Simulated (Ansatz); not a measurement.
# What TiZnSe3 (model cell, started as cubic perovskite with Ti in the octahedra) distorts into, part 2 of 3

Wanted: the energy along a soft mode of TiZnSe3 (model cell, started as cubic perovskite with Ti in the octahedra) and the structure at the end.

Ansatz 0.2.0; DFT PBE, scalar-relativistic, plane waves, PAW; PAW set soft_1.

So far, highest frequency on the path or at a solved wavevector (cm⁻¹): step 2 (phonons on a q mesh) 252. Also lowest frequency on the path (cm⁻¹): step 2 -144.

The structure was built from a prototype and need not be the compound's stable phase.

## Step 6: Relaxing from the distorted cell

Starting from the lowest point found, all atoms and the cell are let go, so that strain and other modes of the same symmetry can join in.

input.yaml reads:

```yaml
crystal:
  lattice:
    - [4.9563954824, 0.0, 0.0]
    - [0.0, 4.9563954824, 0.0]
    - [0.0, 0.0, 4.9563954824]
  atoms:
    - { symbol: Zn, position: [0.0, 0.0075144394, 0.0075144394] }
    - { symbol: Ti, position: [0.5, 0.5313864163, 0.5313864163] }
    - { symbol: Se, position: [0.5, 0.4872765952, 0.0002012431] }
    - { symbol: Se, position: [0.5, 0.0002012431, 0.4872765952] }
    - { symbol: Se, position: [0.0, 0.4872765952, 0.4872765952] }
kpoints:
  mp_grid: { grid: [8, 8, 8] }
hamiltonian:
  xc: pbe
  pseudopotentials: { kind: paw, azcp: { folder: soft_1 } }
scf:
  occupations: { method: methfessel_paxton, width: 0.2 }
output:
  forces: true
  stress: true
  eigenvalues: true
relax:
  adjacent_minimum: "off"
  f_tol: 0.002
  max_steps: 120
  cell: { stress_tol: 0.03 }
```

The run is started by

```sh
$ ansatz run input.yaml --threads 4 --pin off --max-ram 16384MiB --backend cpu --events-out ev --progress --plain --runs-dir out
```

Numbers of over 12 decimals in the logs are rounded to 6 here.

Output:

```text
[...]
Crystal: 5 atoms, lattice volume = 121.758 Å³
Basis set: ecut = 420 eV, 2373 PW (Γ), exchange–correlation on 72×72×72 points (8 copies of the dense FFT grid, shifted against one another)
Bands: 44, of which v1, the nominal top of the filled ones, is band 36 counted from 1 (35 counted from 0)
Symmetry: 4 space group operations
[...]
k-points: 105 of 512 (time reversal used)
[...]
SCF iter   1: F=—  HF=-22232.361216 eV  |F-HF|=—  |Δ(HF+E_count)|=         —  Δρ=1.80e-1  dr2=7.64e1  ethr=3.10e-3  ⟨swp⟩=6.0  Hψ=16413  notcnv=0
[...]
SCF iter  10: F=-22227.183541 eV  HF=-22227.183541 eV  |F-HF|=9.50e-9  |Δ(HF+E_count)|=   4.27e-8  S|Δr|=    0.00e0  Δρ=3.57e-6  dr2=1.57e-8  ethr=1.39e-10  ⟨swp⟩=10.0  Hψ=21220  notcnv=0
SCF 1 converged in 10 iterations: F = -22227.183541 eV  dr2 = 1.57e-8
[...]
relax step   1: F+E_penalty+E_count = -22227.18354058 eV  Δ(F+E_penalty+E_count) = +0.000e0 eV  max|allowed force component| = 5.198e-1 eV/Å  Δτ_max = 0.0000 Å  P = +0.527 GPa  Ω = 121.758 Å³  (10 SCF iters, dr2 threshold 1.00e-7 eV, accepted)
Crystal: 5 atoms, lattice volume = 120.898 Å³
Basis set: ecut = 420 eV, 2365 PW (Γ), exchange–correlation on 72×72×72 points (8 copies of the dense FFT grid, shifted against one another)
[...]
SCF iter   7: F=-22227.244607 eV  HF=-22227.244607 eV  |F-HF|=2.90e-9  |Δ(HF+E_count)|=   4.89e-8  S|Δr|=    0.00e0  Δρ=1.12e-5  dr2=9.66e-8  ethr=6.94e-10  ⟨swp⟩=5.2  Hψ=18981  notcnv=0
SCF 2 converged in 7 iterations: F = -22227.244607 eV  dr2 = 9.66e-8
[...]
relax step   2: F+E_penalty+E_count = -22227.24460674 eV  Δ(F+E_penalty+E_count) = -6.107e-2 eV  max|allowed force component| = 2.260e-1 eV/Å  Δτ_max = 0.1058 Å  P = +0.020 GPa  Ω = 120.898 Å³  energy of the carried Pulay correction = +1.699e-4 eV  (7 SCF iters, dr2 threshold 5.00e-7 eV, accepted)
Crystal: 5 atoms, lattice volume = 120.763 Å³
Basis set: ecut = 420 eV, 2369 PW (Γ), exchange–correlation on 72×72×72 points (8 copies of the dense FFT grid, shifted against one another)
[...]
SCF iter   8: F=-22227.370485 eV  HF=-22227.370485 eV  |F-HF|=4.50e-8  |Δ(HF+E_count)|=   6.31e-7  S|Δr|=    0.00e0  Δρ=1.28e-5  dr2=1.28e-7  ethr=6.94e-10  ⟨swp⟩=8.0  Hψ=21275  notcnv=0
SCF 3 converged in 8 iterations: F = -22227.370485 eV  dr2 = 1.28e-7
relax step   3: F+E_penalty+E_count = -22227.37048512 eV  Δ(F+E_penalty+E_count) = -1.259e-1 eV  max|allowed force component| = 4.644e-1 eV/Å  Δτ_max = 0.1951 Å  P = +0.055 GPa  Ω = 120.763 Å³  energy of the carried Pulay correction = +1.966e-4 eV  (8 SCF iters, dr2 threshold 5.00e-7 eV, accepted)
[... from here on, the SCF cycles and remarks between the steps are left out ...]
relax step   4: F+E_penalty+E_count = -22227.52503850 eV  Δ(F+E_penalty+E_count) = -1.546e-1 eV  max|allowed force component| = 5.072e-1 eV/Å  Δτ_max = 0.1952 Å  P = +0.547 GPa  Ω = 121.282 Å³  energy of the carried Pulay correction = +9.366e-5 eV  (8 SCF iters, dr2 threshold 5.00e-7 eV, accepted)
relax step   5: F+E_penalty+E_count = -22227.61891760 eV  Δ(F+E_penalty+E_count) = -9.388e-2 eV  max|allowed force component| = 4.079e-1 eV/Å  Δτ_max = 0.1959 Å  P = +1.342 GPa  Ω = 123.532 Å³  energy of the carried Pulay correction = -3.440e-4 eV  (9 SCF iters, dr2 threshold 5.00e-7 eV, accepted)
relax step   6: F+E_penalty+E_count = -22227.79108532 eV  Δ(F+E_penalty+E_count) = -1.722e-1 eV  max|allowed force component| = 2.639e-1 eV/Å  Δτ_max = 0.2000 Å  P = +0.425 GPa  Ω = 129.395 Å³  energy of the carried Pulay correction = -1.425e-3 eV  (8 SCF iters, dr2 threshold 5.00e-7 eV, accepted)
relax step   7: F+E_penalty+E_count = -22227.99681644 eV  Δ(F+E_penalty+E_count) = -2.057e-1 eV  max|allowed force component| = 3.790e-1 eV/Å  Δτ_max = 0.1952 Å  P = +0.220 GPa  Ω = 133.082 Å³  energy of the carried Pulay correction = -2.063e-3 eV  (8 SCF iters, dr2 threshold 5.00e-7 eV, accepted)
relax step   8: F+E_penalty+E_count = -22228.20498200 eV  Δ(F+E_penalty+E_count) = -2.082e-1 eV  max|allowed force component| = 2.278e-1 eV/Å  Δτ_max = 0.1693 Å  P = +0.065 GPa  Ω = 135.665 Å³  energy of the carried Pulay correction = -2.494e-3 eV  (9 SCF iters, dr2 threshold 5.00e-7 eV, accepted)
relax step   9: F+E_penalty+E_count = -22228.13951497 eV  Δ(F+E_penalty+E_count) = +6.547e-2 eV  max|allowed force component| = 4.071e-1 eV/Å  Δτ_max = 0.1115 Å  P = -0.227 GPa  Ω = 136.012 Å³  energy of the carried Pulay correction = -2.550e-3 eV  (9 SCF iters, dr2 threshold 5.00e-7 eV, rejected (line search))
relax step  10: F+E_penalty+E_count = -22228.27835099 eV  Δ(F+E_penalty+E_count) = -7.337e-2 eV  max|allowed force component| = 2.166e-1 eV/Å  Δτ_max = 0.0334 Å  P = -0.221 GPa  Ω = 136.881 Å³  energy of the carried Pulay correction = -2.691e-3 eV  (16 SCF iters, accepted)
relax step  11: F+E_penalty+E_count = -22228.29572743 eV  Δ(F+E_penalty+E_count) = -1.738e-2 eV  max|allowed force component| = 2.431e-1 eV/Å  Δτ_max = 0.0476 Å  P = +0.199 GPa  Ω = 136.061 Å³  energy of the carried Pulay correction = -2.558e-3 eV  (9 SCF iters, dr2 threshold 5.00e-7 eV, accepted)
relax step  12: F+E_penalty+E_count = -22228.34980516 eV  Δ(F+E_penalty+E_count) = -5.408e-2 eV  max|allowed force component| = 1.477e-1 eV/Å  Δτ_max = 0.1267 Å  P = +0.442 GPa  Ω = 138.459 Å³  energy of the carried Pulay correction = -2.944e-3 eV  (9 SCF iters, dr2 threshold 5.00e-7 eV, accepted)
relax step  13: F+E_penalty+E_count = -22228.40224368 eV  Δ(F+E_penalty+E_count) = -5.244e-2 eV  max|allowed force component| = 8.296e-2 eV/Å  Δτ_max = 0.0948 Å  P = +0.648 GPa  Ω = 141.961 Å³  energy of the carried Pulay correction = -3.487e-3 eV  (9 SCF iters, dr2 threshold 5.00e-7 eV, accepted)
relax step  14: F+E_penalty+E_count = -22228.41506165 eV  Δ(F+E_penalty+E_count) = -1.282e-2 eV  max|allowed force component| = 1.665e-1 eV/Å  Δτ_max = 0.0385 Å  P = -0.876 GPa  Ω = 147.006 Å³  energy of the carried Pulay correction = -4.232e-3 eV  (8 SCF iters, dr2 threshold 5.00e-7 eV, accepted)
relax step  15: F+E_penalty+E_count = -22228.35580150 eV  Δ(F+E_penalty+E_count) = +5.926e-2 eV  max|allowed force component| = 6.721e-1 eV/Å  Δτ_max = 0.1114 Å  P = -1.184 GPa  Ω = 146.702 Å³  energy of the carried Pulay correction = -4.188e-3 eV  (9 SCF iters, dr2 threshold 5.00e-7 eV, rejected (line search))
[...]
relax step  29: F+E_penalty+E_count = -22229.19268016 eV  Δ(F+E_penalty+E_count) = -3.718e-2 eV  max|allowed force component| = 4.474e-2 eV/Å  Δτ_max = 0.0111 Å  P = +0.118 GPa  Ω = 157.781 Å³  energy of the carried Pulay correction = -2.002e-3 eV  (8 SCF iters, dr2 threshold 5.00e-7 eV, accepted)
relax step  30: F+E_penalty+E_count = -22229.19581378 eV  Δ(F+E_penalty+E_count) = -3.134e-3 eV  max|allowed force component| = 5.424e-3 eV/Å  Δτ_max = 0.0099 Å  P = -0.016 GPa  Ω = 158.452 Å³  energy of the carried Pulay correction = -2.095e-3 eV  (7 SCF iters, dr2 threshold 4.44e-7 eV, accepted)
relax step  31: F+E_penalty+E_count = -22229.19586520 eV  Δ(F+E_penalty+E_count) = -5.142e-5 eV  max|allowed force component| = 7.279e-3 eV/Å  Δτ_max = 0.0046 Å  P = +0.013 GPa  Ω = 158.346 Å³  energy of the carried Pulay correction = -2.077e-3 eV  (9 SCF iters, dr2 threshold 2.68e-9 eV, accepted)
relax step  32: F+E_penalty+E_count = -22229.19586736 eV  Δ(F+E_penalty+E_count) = -2.159e-6 eV  max|allowed force component| = 5.305e-3 eV/Å  Δτ_max = 0.0023 Å  P = +0.015 GPa  Ω = 158.249 Å³  energy of the carried Pulay correction = -2.061e-3 eV  (8 SCF iters, dr2 threshold 3.31e-9 eV, rejected (line search))
relax step  33: F+E_penalty+E_count = -22229.19587415 eV  Δ(F+E_penalty+E_count) = -8.952e-6 eV  max|allowed force component| = 2.426e-3 eV/Å  Δτ_max = 0.0011 Å  P = +0.001 GPa  Ω = 158.378 Å³  energy of the carried Pulay correction = -2.082e-3 eV  (10 SCF iters, accepted)
relax step  34: F+E_penalty+E_count = -22229.19587602 eV  Δ(F+E_penalty+E_count) = -1.863e-6 eV  max|allowed force component| = 2.930e-5 eV/Å  Δτ_max = 0.0004 Å  P = +0.000 GPa  Ω = 158.374 Å³  energy of the carried Pulay correction = -2.081e-3 eV  (7 SCF iters, dr2 threshold 3.68e-10 eV, accepted)
relax step  35: F+E_penalty+E_count = -22229.23987925 eV  Δ(F+E_penalty+E_count) = -4.400e-2 eV  max|allowed force component| = 4.528e-3 eV/Å  Δτ_max = 0.0000 Å  P = +0.446 GPa  Ω = 158.374 Å³  stress off target by 1.21e0 GPa  SCF on the basis re-selected at this cell (its energy is not comparable with the rows above)  (13 SCF iters)
relax step  36: F+E_penalty+E_count = -22229.25898993 eV  Δ(F+E_penalty+E_count) = -1.911e-2 eV  max|allowed force component| = 2.092e-2 eV/Å  Δτ_max = 0.0084 Å  P = +0.206 GPa  Ω = 160.302 Å³  energy of the carried Pulay correction = -2.811e-4 eV  (8 SCF iters, dr2 threshold 5.00e-7 eV, accepted)
relax step  37: F+E_penalty+E_count = -22229.26806910 eV  Δ(F+E_penalty+E_count) = -9.079e-3 eV  max|allowed force component| = 2.658e-2 eV/Å  Δτ_max = 0.0120 Å  P = +0.050 GPa  Ω = 162.564 Å³  energy of the carried Pulay correction = -5.954e-4 eV  (9 SCF iters, dr2 threshold 5.00e-7 eV, accepted)
relax step  38: F+E_penalty+E_count = -22229.26920219 eV  Δ(F+E_penalty+E_count) = -1.133e-3 eV  max|allowed force component| = 2.320e-2 eV/Å  Δτ_max = 0.0098 Å  P = +0.025 GPa  Ω = 163.357 Å³  energy of the carried Pulay correction = -7.142e-4 eV  (8 SCF iters, dr2 threshold 4.42e-8 eV, accepted)
relax step  39: F+E_penalty+E_count = -22229.27018606 eV  Δ(F+E_penalty+E_count) = -9.839e-4 eV  max|allowed force component| = 6.738e-3 eV/Å  Δτ_max = 0.0213 Å  P = +0.015 GPa  Ω = 164.256 Å³  energy of the carried Pulay correction = -8.463e-4 eV  (9 SCF iters, dr2 threshold 3.36e-8 eV, accepted)
relax step  40: F+E_penalty+E_count = -22229.27040485 eV  Δ(F+E_penalty+E_count) = -2.188e-4 eV  max|allowed force component| = 2.884e-3 eV/Å  Δτ_max = 0.0160 Å  P = +0.026 GPa  Ω = 164.817 Å³  energy of the carried Pulay correction = -9.216e-4 eV  (10 SCF iters, dr2 threshold 5.39e-9 eV, accepted)
relax step  41: F+E_penalty+E_count = -22229.27033259 eV  Δ(F+E_penalty+E_count) = +7.225e-5 eV  max|allowed force component| = 9.613e-3 eV/Å  Δτ_max = 0.0034 Å  P = -0.032 GPa  Ω = 165.329 Å³  energy of the carried Pulay correction = -9.999e-4 eV  (9 SCF iters, dr2 threshold 2.60e-9 eV, accepted)
relax step  42: F+E_penalty+E_count = -22229.27035270 eV  Δ(F+E_penalty+E_count) = -2.011e-5 eV  max|allowed force component| = 1.289e-2 eV/Å  Δτ_max = 0.0024 Å  P = +0.007 GPa  Ω = 165.287 Å³  energy of the carried Pulay correction = -9.912e-4 eV  (7 SCF iters, dr2 threshold 6.39e-9 eV, accepted)
relax step  43: F+E_penalty+E_count = -22229.27037381 eV  Δ(F+E_penalty+E_count) = -2.110e-5 eV  max|allowed force component| = 3.179e-3 eV/Å  Δτ_max = 0.0013 Å  P = +0.001 GPa  Ω = 165.288 Å³  energy of the carried Pulay correction = -9.916e-4 eV  (6 SCF iters, dr2 threshold 1.04e-8 eV, accepted)
relax step  44: F+E_penalty+E_count = -22229.27037964 eV  Δ(F+E_penalty+E_count) = -5.835e-6 eV  max|allowed force component| = 1.757e-4 eV/Å  Δτ_max = 0.0005 Å  P = -0.000 GPa  Ω = 165.256 Å³  energy of the carried Pulay correction = -9.868e-4 eV  (7 SCF iters, dr2 threshold 6.32e-10 eV, accepted)
Basis set: ecut = 420 eV, 3267 PW (Γ), exchange–correlation on 54×96×96 points (8 copies of the dense FFT grid, shifted against one another)
[...]
SCF iter  11: F=-22229.271118 eV  HF=-22229.271118 eV  |F-HF|=1.09e-11  |Δ(HF+E_count)|=  1.46e-10  S|Δr|=    0.00e0  Δρ=8.29e-8  dr2=1.20e-11  ethr=1.00e-12  ⟨swp⟩=6.4  Hψ=21405  notcnv=0
SCF 45 converged in 11 iterations: F = -22229.271118 eV  dr2 = 1.20e-11
relax step  45: F+E_penalty+E_count = -22229.27111806 eV  Δ(F+E_penalty+E_count) = -7.384e-4 eV  max|allowed force component| = 2.414e-4 eV/Å  Δτ_max = 0.0000 Å  P = -0.002 GPa  Ω = 165.256 Å³  stress off target by 4.11e-3 GPa  SCF on the basis re-selected at this cell (its energy is not comparable with the rows above)  (11 SCF iters)
[...]
SCF converged after 11 iterations
[...]
Free energy (F): -22229.271118 eV
[...]
Internal energy: -22229.276459 eV  (E = F + TS)
E sigma→0 (E₀):  -22229.272453 eV
Entropy (-TS):   0.005341 eV (1.068 meV/atom)
Fermi energy:    3.753696 eV
Step filling:    the computed levels leave a gap of 0.3776 eV = 1.9 smearing widths at the electron count; against every level under it full and every level over it empty, smearing changes F+E_penalty+E_count by +1.151 meV and its σ→0 estimate by -0.184 meV
[...]
--- Forces (eV/Å), atoms counted from 1 ---
  atom   1  Zn     0.00000000    -0.00005293    -0.00005293
  atom   2  Ti    -0.00000000    -0.00013074    -0.00013074
  atom   3  Se     0.00000000     0.00024142     0.00003417
  atom   4  Se    -0.00000000     0.00003417     0.00024142
  atom   5  Se     0.00000000    -0.00009176    -0.00009176
  max |Σ_I F_I| component: 1.61e-7 eV/Å
--- Stress (GPa, compression-positive) ---
        0.000436       0.000000       0.000000
        0.000000      -0.002798      -0.001313
        0.000000      -0.001313      -0.002798
  P = ⅓ Tr σ = -0.0017 GPa (-0.017 kbar)
--- Band table (eV; the first three rows and the last of 105) ---
  k-point 0: bands = [... 32 lower, 1.8057, 2.2969, 3.2297, 3.4670, 4.5974, 5.3764, 5.4452, 6.5128, ... 4 higher]
  k-point 1: bands = [... 32 lower, 1.7899, 2.2899, 3.2680, 3.2776, 4.7146, 5.3078, 5.4325, 6.4162, ... 4 higher]
  k-point 2: bands = [... 32 lower, 1.7992, 2.2746, 2.8971, 3.3659, 4.8786, 5.1432, 5.4088, 6.3044, ... 4 higher]
  k-point 104: bands = [... 32 lower, 1.9115, 2.1670, 2.4413, 3.4380, 4.0113, 4.8308, 5.2428, 6.0055, ... 4 higher]
--- Relaxed structure (42 steps of the walk, 37 accepted, 3 SCFs on fresh bases) ---
  F+E_penalty+E_count = -22229.27111806 eV   max|allowed force component| = 2.414e-4 eV/Å   (the final SCF, on the basis selected at the relaxed cell)
  cell:  # Å, volume = 165.2557 Å³
    - [3.831454, 0, 0]
    - [0, 6.779156, 1.680962]
    - [0, 1.680962, 6.779156]
  atoms:
    - { symbol: Zn, position: [0, 0.172443, 0.172443] }
    - { symbol: Ti, position: [0.5, 0.556042, 0.556042] }
    - { symbol: Se, position: [0.5, 0.409748, -0.057904] }
    - { symbol: Se, position: [0.5, -0.057904, 0.409748] }
    - { symbol: Se, position: [0, 0.433327, 0.433327] }
```

Run time: 18 min. Hardware: 4 threads of Arm Neoverse V1, shared host; peak memory 0.89 GiB; 73 min of CPU time.

Relaxation path (22 of 45):

```csv
step,energy less that of the first step (eV),largest force component (eV/Å),pressure (GPa),volume (Å³)
1,0.0000,0.5198,0.53,121.76
3,-0.1869,0.4644,0.05,120.76
5,-0.4354,0.4079,1.34,123.53
7,-0.8133,0.3790,0.22,133.08
9,-0.9560,0.4071,-0.23,136.01
11,-1.1122,0.2431,0.20,136.06
14,-1.2315,0.1665,-0.88,147.01
16,-1.2303,0.1870,0.84,142.99
18,-1.2473,0.0278,0.04,144.66
20,-1.2477,0.0379,0.08,144.55
22,-1.2483,0.0016,0.00,144.66
24,-1.5287,0.0564,1.29,147.46
26,-1.7901,0.0564,0.76,152.46
28,-1.9720,0.0267,0.42,156.12
30,-2.0123,0.0054,-0.02,158.45
32,-2.0123,0.0053,0.01,158.25
35*,-2.0563,0.0045,0.45,158.37
37,-2.0845,0.0266,0.05,162.56
39,-2.0866,0.0067,0.02,164.26
41,-2.0868,0.0096,-0.03,165.33
43,-2.0868,0.0032,0.00,165.29
45*,-2.0876,0.0002,0.00,165.26
```

Relaxation steps marked * repeat the geometry before them on a plane-wave basis chosen anew for their cell, so energy and pressure can jump there. Other such steps can lie between the rows shown. Relaxation steps 9, 15, 16, 20, 32 were tried and not accepted.

The run keeps the 4 symmetry operations that it works with, so distortions that break them were not tested.

| cell as run | before | after | change |
| --- | --- | --- | --- |
| a (Å) | 4.956 | 3.831 | -22.7 % |
| b (Å) | 4.956 | 6.984 | +40.9 % |
| c (Å) | 4.956 | 6.984 | +40.9 % |
| α (°) | 90.00 | 62.15 | -30.9 % |
| volume (Å³/atom) | 24.35 | 33.05 | +35.7 % |

The atoms that moved most (Å, as changes of fractional coordinates times the final cell):

```csv
atom,dx,dy,dz,length
Zn1,0.000,1.395,1.395,1.973
Se4,0.000,-0.524,-0.623,0.814
Se3,0.000,-0.623,-0.524,0.814
Se5,0.000,-0.456,-0.456,0.645
Ti2,0.000,0.209,0.209,0.295
```

The relaxed structure:

```cif
data_structure
_symmetry_space_group_name_H-M 'P 1'
_symmetry_Int_Tables_number 1
_cell_length_a 3.8315
_cell_length_b 6.9845
_cell_length_c 6.9845
_cell_angle_alpha 62.148
_cell_angle_beta 90.000
_cell_angle_gamma 90.000
_cell_volume 165.26
loop_
_atom_site_label
_atom_site_type_symbol
_atom_site_fract_x
_atom_site_fract_y
_atom_site_fract_z
_atom_site_occupancy
Zn1 Zn 0.00000 0.17244 0.17244 1
Ti2 Ti 0.50000 0.55604 0.55604 1
Se3 Se 0.50000 0.40975 0.94210 1
Se4 Se 0.50000 0.94210 0.40975 1
Se5 Se 0.00000 0.43333 0.43333 1
```

Numbers from this step:

```
pressure          : -0.001720 GPa
volume per atom   : 33.05 Å³
gap on the k-mesh : 0.3776 eV
```

The distorted start has space group Amm2; the relaxation ends in Amm2.

## Step 7: The new phase in its own primitive cell

The relaxed structure is symmetrised, reduced to its primitive cell and relaxed tightly, as its phonons need.

input.yaml reads:

```yaml
crystal:
  lattice:
    - [3.8314537745, 0.0, 0.0]
    - [0.0, 3.604967378, 5.9822066131]
    - [0.0, -3.604967378, 5.9822066131]
  atoms:
    - { symbol: Zn, position: [0.0, 0.172443228, 0.172443228] }
    - { symbol: Ti, position: [0.5, 0.5560417496, 0.5560417496] }
    - { symbol: Se, position: [0.5, 0.4097475586, 0.9420956401] }
    - { symbol: Se, position: [0.5, 0.9420956401, 0.4097475586] }
    - { symbol: Se, position: [0.0, 0.4333271128, 0.4333271128] }
kpoints:
  mp_grid: { grid: [8, 6, 6] }
hamiltonian:
  xc: pbe
  pseudopotentials: { kind: paw, azcp: { folder: soft_1 } }
scf:
  occupations: { method: fixed }
output:
  forces: true
  stress: true
  eigenvalues: true
relax:
  adjacent_minimum: "off"
  f_tol: 0.001
  max_steps: 60
  cell: { stress_tol: 0.01 }
```

Output:

```text
[...]
Crystal: 5 atoms, lattice volume = 165.256 Å³
Basis set: ecut = 420 eV, 3267 PW (Γ), exchange–correlation on 54×96×96 points (8 copies of the dense FFT grid, shifted against one another)
Bands: 44, of which v1, the nominal top of the filled ones, is band 36 counted from 1 (35 counted from 0)
Symmetry: 4 space group operations
[...]
k-points: 65 of 288 (time reversal used)
[...]
cell:  # Å, volume = 165.2006 Å³
    - [3.829954, 0, 0]
    - [0, 3.605120, 5.982301]
    - [0, -3.605120, 5.982301]
  atoms:
    - { symbol: Zn, position: [0, 0.172540, 0.172540] }
    - { symbol: Ti, position: [0.500000, 0.555991, 0.555991] }
    - { symbol: Se, position: [0.500000, 0.409821, 0.942083] }
    - { symbol: Se, position: [0.500000, 0.942083, 0.409821] }
    - { symbol: Se, position: [0, 0.433221, 0.433221] }
[key lines of the parts left out:]
SCF converged after 6 iterations
Free energy (F): -22229.272215 eV
Fermi energy:    3.531300 eV
P = ⅓ Tr σ = 0.0004 GPa (0.004 kbar)
```

Wall time 67 s (4 threads); peak memory 0.72 GiB; 4.3 min of CPU time.

Little changed from the start: no atom moved by 0.005 Å and no cell edge by 0.1 %.

Numbers from this step:

```yaml
pressure: 4.33e-4 GPa
gap_on_the_k_mesh: 0.3788 eV
volume_per_atom: 33.04 Å³
direct_gap_on_mesh: 0.5223 eV
```

The largest force component left is 0.61 meV/Å and the pressure is 0.000 GPa, within the tolerances set. The cell now holds 33.04 Å³/atom.

[end of part 2 of 3]

[Logs are printed without paths, hosts, clocks, repeated set-up lines and the standing remarks that a program may print on its own settings, such as how far it seeks lower states.]

[Hosts, paths, dates, database ids (printed as entryN), source tags and the programs' standing remarks are cut or masked in the printed files.]
